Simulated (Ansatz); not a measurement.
**Sb2Se3 (Antimonselite): G0W0 under other settings**

A base run on Sb2Se3 (Antimonselite), then changed inputs.

Calculated with Ansatz 0.2.0; G0W0 on PBE, plane waves, PAW.

**1. The structure**

It takes space group Pnma (No. 62, orthorhombic). Conventional cell: a = 11.770 Å, b = 3.962 Å, c = 11.620 Å, α = 90.00°, β = 90.00°, γ = 90.00°. Sb has 6 Se at 2.66 to 3.26 Å nearest. Nearest to Sb lie 5 Se at 2.58 to 2.98 Å. Nearest to Se lie 5 Sb at 2.58 to 3.22 Å. Nearest to Se lie 3 Sb at 2.66 to 3.26 Å. Se has 3 Sb at 2.66 to 2.78 Å nearest. Farther neighbours and most contacts between anions are not listed.

The cell and positions come from the Crystallography Open Database and are kept as given unless a step says otherwise. Spin-orbit coupling is left out unless a step names it. The default PAW set here is soft_2. Its files were made with PBE.

**2. The base run: 2×4×2 mesh, 659 empty bands, screening to 66 eV**

G0W0 replaces the xc potential by the self-energy, built once from these orbitals. Only a window of levels is corrected, while the sums run over the empty bands that the input names.

input.yaml

```yaml
crystal:
  lattice:
    - [11.77, 0.0, 0.0]
    - [0.0, 3.962, 0.0]
    - [0.0, 0.0, 11.62]
  atoms:
    - { symbol: Sb, position: [0.0305, 0.25, 0.328] }
    - { symbol: Sb, position: [0.9695, 0.75, 0.672] }
    - { symbol: Sb, position: [0.4695, 0.75, 0.828] }
    - { symbol: Sb, position: [0.5305, 0.25, 0.172] }
    - { symbol: Sb, position: [0.1478, 0.75, 0.0397] }
    - { symbol: Sb, position: [0.8522, 0.25, 0.9603] }
    - { symbol: Sb, position: [0.3522, 0.25, 0.5397] }
    - { symbol: Sb, position: [0.6478, 0.75, 0.4603] }
    - { symbol: Se, position: [0.0534, 0.25, 0.8732] }
    - { symbol: Se, position: [0.9466, 0.75, 0.1268] }
    - { symbol: Se, position: [0.4466, 0.75, 0.3732] }
    - { symbol: Se, position: [0.5534, 0.25, 0.6268] }
    - { symbol: Se, position: [0.1302, 0.75, 0.4434] }
    - { symbol: Se, position: [0.8698, 0.25, 0.5566] }
    - { symbol: Se, position: [0.3698, 0.25, 0.9434] }
    - { symbol: Se, position: [0.6302, 0.75, 0.0566] }
    - { symbol: Se, position: [0.2132, 0.25, 0.1935] }
    - { symbol: Se, position: [0.7868, 0.75, 0.8065] }
    - { symbol: Se, position: [0.2868, 0.75, 0.6935] }
    - { symbol: Se, position: [0.7132, 0.25, 0.3065] }
kpoints:
  mp_grid: { grid: [2, 4, 2] }
hamiltonian:
  xc: pbe
scf:
  occupations: { method: fixed }
gw:
  n_empty_bands: 659
  ecut_chi: 66
  qp_bands: [v2, c2]
  qp_kpoints: band_edges
  screening: { model: contour_deformation }
```

On the command line:

```
> ansatz run input.yaml --threads 32 --pin off --max-ram 82944MiB --backend cuda --events-out ev --progress --plain --runs-dir out --devices 1 --max-vram 78GiB
```

Numbers of over 12 decimals in the logs are rounded to 6 here.

Output:

```text
GPUs: using 1 of 1 available (devices: 1).
Engine: ansatz 0.2.0, aarch64-unknown-linux-gnu
Pseudopotentials: kind: paw
Pseudopotential: Sb, paw, valence charge 15, recommended cutoff 420 eV (normal), Sb.paw.azcp
Pseudopotential: Se, paw, valence charge 16, recommended cutoff 420 eV (normal), Se.paw.azcp
Functional definition: PBE
  parameter kappa = 0.804
  parameter beta = 0.066725
  exchange = pbe_x(kappa = kappa, mu = beta*pi^2/3)
  correlation = pbe_c(beta = beta)
device memory: the entry about to start is reckoned to put 16.4 GiB on a device that reports 179.4 GiB free (of which the cap on the GPU budget leaves the run 78.0 GiB)
GPU FFT provider: cuFFT
GPU libraries: cuBLAS 13.8.1, cuFFT 12.4.0, cuSOLVER 12.3.2
GPU matrix products: emulated (plane waves: as basis.precision tells), large ones in fixed point in workspaces of 1.00 GiB
Crystal: 20 atoms, lattice volume = 541.872 Å³
Basis set: ecut = 420 eV, 10641 PW (Γ)
Bands: 188, of which v1, the nominal top of the filled ones, is band 156 counted from 1 (155 counted from 0)
Symmetry: 8 space group operations
Space group: Pnma (ITA 62), of the structure as read, at distance tolerance 8.2e-5 Å
k-points: 12 of 16
Non-local potential: Sb, projectors of the file, l = 0: 2, l = 1: 2, l = 2: 2, l = 3: 2
Non-local potential: Se, projectors of the file, l = 0: 2, l = 1: 2, l = 2: 3, l = 3: 1
PAW form: soft (Blöchl's): semilocal exchange-correlation on the pseudo side does not see the compensation charge
PAW one-centre angular grid: Sb, 590 points (default); XC on 64 Gauss nodes
PAW one-centre angular grid: Se, 590 points (default); XC on 64 Gauss nodes
Initial density: superposition of atomic densities (neutral atoms: chi_scale 0, normalization atom), corrected by the library's trained network
Initial wavefunctions: pseudopotential atomic-orbital guess
GPU buffer pool allocated for 172800 grid points (all kernels)
GPU transforms: local potential and band sums: pruned to the plane-wave sphere, on 80×27×80
Functional: x = pbe(κ = 0.804, μ = 0.219515), c = pbe(β = 0.066725)
SCF iter   1: F=—  HF=-117509.741574 eV  |F-HF|=—  |Δ(HF+E_count)|=         —  Δρ=1.47e-3  dr2=1.99e-2  ethr=1.77e-3  ⟨swp⟩=5.0  Hψ=6954  notcnv=0  defer=340
preconditioner: auto → Resta (q_TF=auto, 2.488 Å⁻¹)  ε∞=4.2  [insulator: Δε(μ)=1.045 eV  Ē_g=9.373 eV  n_scr=142 (ndim 8)  ℏωp=16.9 eV  f_vac=0.051  ε∞_Penn≈4.2]
SCF iter   2: F=—  HF=-117509.736178 eV  |F-HF|=—  |Δ(HF+E_count)|=   5.40e-3  Δρ=8.21e-4  dr2=3.71e-3  ethr=6.37e-6  ⟨swp⟩=2.0  Hψ=4426  notcnv=0  defer=356
SCF iter   3: F=—  HF=-117509.737848 eV  |F-HF|=—  |Δ(HF+E_count)|=   1.67e-3  Δρ=2.67e-4  dr2=3.49e-4  ethr=1.19e-6  ⟨swp⟩=2.0  Hψ=3843  notcnv=0  defer=356
[...]
E_smearing   = -0.000000  (= −TS)
  E_closure    = -0.000000  (closes the sum)
  Σ components = -117509.738122   (vs F -117509.738122, Δ=0.00e0)
--- Band table (eV; the first three rows and the last of 12) ---
[... rows of the band table ...]
--- G₀W₀: contour deformation, 7 samples at zero and on the imaginary axis and 1 off it, 16 q-points, 659 empty bands' worth ---
  eigenvalues of the whole cell's RPA ε∞ on this k-mesh (on a slab, of 1 + 4πα/V) = 11.7370, 17.7664, 18.5144; static W/v taken at q = 0 is 0.060492
  band pass: the eigensolver left bands unlocked in 1 slot; of largest residual, k=6: 1 band unlocked, the lowest band 819 (counted from 1), max residual 6.72e-5 eV over all its bands; `*` marks the rows of those k-points, and any row can be off: every row's sums read bands of every k-point
  bands read: the sum over 815 bands ends inside a degenerate multiplet in 10 slots, whose members it reads at an even weight; the widest, k=10: bands 813 to 816 (counted from 1) at 3/4 each
  gw.qp_kpoints: band_edges: 11 of 12 stored k-points solved, in 1 pass; an edge of the gap read off the rows below is read off those points alone
    valence top: of the k-points left out ik 11 came nearest to being solved in a further pass, in band 156 (counted from 1, as in the quasiparticle table): it holds the edge there only if its correction is more favourable than any solved in that band by at least 0.736 eV; those differ by 0.136 eV
    conduction bottom: of the k-points left out ik 11 came nearest to being solved in a further pass, in band 157 (counted from 1, as in the quasiparticle table): it holds the edge there only if its correction is more favourable than any solved in that band by at least 0.674 eV; those differ by 0.099 eV
    ik  band        ε_KS         Σx   Σc(E_QP)       V_xc       Z   E_QP_lin       E_QP  E_QP is
     0   155      8.2755   -16.1483     1.1772   -14.9188  0.7467     8.2232     8.2233  root
     0   156      8.3431   -16.0236     0.8721   -15.1687  0.7506     8.3603     8.3603  root
     0   157      9.5311    -9.8169    -2.8639   -12.8790  0.7704     9.7298     9.7293  root
     0   158      9.6402   -10.1519    -3.2258   -13.7072  0.7667     9.9716     9.9697  root
     1   155      8.3211   -16.7214     1.4585   -15.2012  0.7435     8.2592     8.2593  root
     1   156      8.3211   -16.7214     1.4585   -15.2012  0.7435     8.2592     8.2593  root
     1   157      9.4348   -10.0071    -2.9644   -13.2115  0.7670     9.6758     9.6749  root
     1   158      9.4348   -10.0071    -2.9644   -13.2115  0.7670     9.6758     9.6749  root
[...]
6   155      8.4058   -16.2099     1.2482   -14.9043  0.7460     8.3482     8.3483  root *
     6   156      8.4058   -16.2099     1.2482   -14.9043  0.7460     8.3482     8.3483  root *
     6   157      9.5840   -10.2371    -3.0310   -13.5594  0.7666     9.8766     9.8753  root *
     6   158      9.5840   -10.2371    -3.0310   -13.5594  0.7666     9.8766     9.8753  root *
[...]
10   155      7.9497   -16.4844     1.6435   -14.7253  0.7393     7.8339     7.8342  root
    10   156      7.9497   -16.4844     1.6435   -14.7253  0.7393     7.8339     7.8342  root
    10   157     10.3136    -9.7693    -3.2661   -13.3144  0.7616    10.5942    10.5927  root
    10   158     10.3136    -9.7693    -3.2661   -13.3144  0.7616    10.5942    10.5927  root
[key lines of the parts left out:]
SCF converged after 8 iterations
Free energy (F): -117509.738122 eV
Fermi energy:    8.405771 eV
```

Wall time 49 s (1 × NVIDIA GB200 (shared by 2 runs) with 32 threads of Arm Neoverse V2, shared host); peak memory 4.5 GiB.

This step gave:

| Property | Result |
| --- | --- |
| bands summed | 815 |
| RPA ε∞ on this mesh (eigenvalues) | 11.74, 17.77, 18.51 |
| plane waves in the screening matrix | 665 |
| q-points in the mesh | 16 |
| G0W0 gap on the mesh | 1.315 eV |
| k of the valence top | 0, 0, 0 |
| k of the conduction bottom | 0, 0, -0.5 |
| starting gap on the mesh | 1.029 eV |
| Z at the valence top | 0.7506 |
| Z at the conduction bottom | 0.7670 |
| least direct G0W0 gap on the computed points | 1.369 eV |

The gap on the mesh goes from 1.03 eV to 1.31 eV, a correction of +0.29 eV, though a band edge has moved to another state.

**3. Variant: norm-conserving files, smooth pair densities**

This step: G0W0 on PBE, plane waves, norm-conserving pseudopotentials.

input.yaml, as its differences from that of step 2:

```diff
@@ -30,2 +30,3 @@
   xc: pbe
+  pseudopotentials: { kind: nc }
 scf:
@@ -33,4 +34,4 @@
 gw:
-  n_empty_bands: 659
-  ecut_chi: 66
+  n_empty_bands: 880
+  ecut_chi: 80
   qp_bands: [v2, c2]
@@ -38 +39,2 @@
   screening: { model: contour_deformation }
+  pair_densities: pseudo
```

Output:

```text
GPUs: using 1 of 1 available (devices: 1).
[...]
GPU FFT provider: cuFFT
GPU libraries: cuBLAS 13.8.1, cuFFT 12.4.0, cuSOLVER 12.3.2
[...]
Crystal: 20 atoms, lattice volume = 541.872 Å³
Basis set: ecut = 1170.089609 eV, 49215 PW (Γ)
Bands: 188, of which v1, the nominal top of the filled ones, is band 156 counted from 1 (155 counted from 0)
[... 1 set-up line as in the run before ...]
[...]
k-points: 12 of 16
[...]
GPU buffer pool allocated for 820125 grid points (all kernels)
[...]
SCF iter   1: F=—  HF=-59389.601052 eV  |F-HF|=—  |Δ(HF+E_count)|=         —  Δρ=3.03e-2  dr2=5.33e0  ethr=3.10e-3  ⟨swp⟩=5.0  Hψ=6872  notcnv=0  defer=338
[...]
SCF iter  10: F=-59388.089963 eV  HF=-59388.089963 eV  |F-HF|=1.84e-8  |Δ(HF+E_count)|=   4.79e-7  Δρ=3.67e-6  dr2=6.79e-8  ethr=3.21e-11  ⟨swp⟩=13.6  Hψ=11443  notcnv=0
SCF 1 converged in 10 iterations: F = -59388.089963 eV  dr2 = 6.79e-8
[...]
NSCF: frozen V_eff on 12 k-points
[...]
G₀W₀ screening: q 1/12
[... further progress lines ...]
SCF converged after 10 iterations
Free energy (F): -59388.089963 eV
[...]
Internal energy: -59388.089963 eV  (E = F + TS)
E sigma→0 (E₀):  -59388.089963 eV
Fermi energy:    8.901148 eV
[...]
--- Band table (eV; the first three rows and the last of 12) ---
[... rows of the band table ...]
[...]
0   155      8.7699   -15.5802     1.4998   -13.2910  0.7460     7.9642     7.9805  root
     0   156      8.8353   -15.3756     1.1683   -13.4326  0.7498     8.0480     8.0606  root
     0   157     10.0182    -9.1515    -2.5841   -11.3985  0.7697     9.6824     9.6811  root
     0   158     10.1214    -9.2846    -2.9636   -12.0055  0.7661     9.8795     9.8786  root
     1   155      8.8162   -16.2381     1.8211   -13.5687  0.7428     7.9487     7.9679  root
     1   156      8.8162   -16.2381     1.8211   -13.5687  0.7428     7.9487     7.9679  root
     1   157      9.9207    -9.2011    -2.7087   -11.6191  0.7663     9.6312     9.6301  root
     1   158      9.9207    -9.2011    -2.7087   -11.6191  0.7663     9.6312     9.6301  root
[...]
10   155      8.4451   -15.9750     1.9741   -13.1678  0.7386     7.5897     7.6120  root
    10   156      8.4451   -15.9750     1.9741   -13.1678  0.7386     7.5897     7.6120  root
    10   157     10.7975    -9.0769    -2.9791   -11.7804  0.7609    10.5231    10.5218  root
    10   158     10.7975    -9.0769    -2.9791   -11.7804  0.7609    10.5231    10.5218  root
```

Wall time 61 s (1 × NVIDIA GB200 (shared by 2 runs) with 32 threads); peak memory 17 GiB.

The G0W0 gap on the mesh is 1.541 eV.

Against the base:

```csv
setting,base,variant
files,default PAW,norm-conserving
empty bands,659,880
screening cutoff (eV),66,80
pair densities,-,pseudo
```

```csv
quantity,variant,base
starting gap on the mesh,1.020,1.029
G0W0 gap on the mesh,1.541,1.315
least direct G0W0 gap on the computed points,1.621,1.369
Z at the valence top,0.745,0.751
Z at the conduction bottom,0.766,0.767
```

**4. Outcome**

| Quantity | Value |
| --- | --- |
| base | 1.31 eV, 49 s |
| norm-conserving files, smooth pair densities | 1.54 eV, 61 s |

**Reading.** Norm-conserving files, smooth pair densities: the gap moves by +0.23 eV (the plane-wave cutoff goes from 420 to 1170.09 eV). The variant differs from the base in files, empty bands, screening cutoff and pair densities together, so the change can't be laid to one of them. All runs here use a coarse mesh and modest cutoffs; they test settings and are not final values. The 2×4×2 mesh is coarse for this cell (its supercell is 16 Å along the shortest edge). The RPA ε∞ on it, from the PBE start, is 11.74, 17.77 and 18.51; such meshes misread the long-range screening, most where the gap is narrow. The many-body steps are scalar-relativistic: spin-orbit coupling is not in them.

[Paths, hosts, dates, memory and timing lines, banners, echoed tables and standing remarks are left out of the program output.]

[Logs are printed without paths, hosts, clocks, repeated set-up lines and the standing remarks that a program may print on its own settings, such as how far it seeks lower states.]

[Runs of the session that timed out or met a known fault of the program may be left out.]

[Cells called generated may have been cut or substituted from an entry of the Crystallography Open Database or the Materials Project.]

[Hosts, paths, dates, database ids (printed as entryN), source tags and the programs' standing remarks are cut or masked in the printed files.]
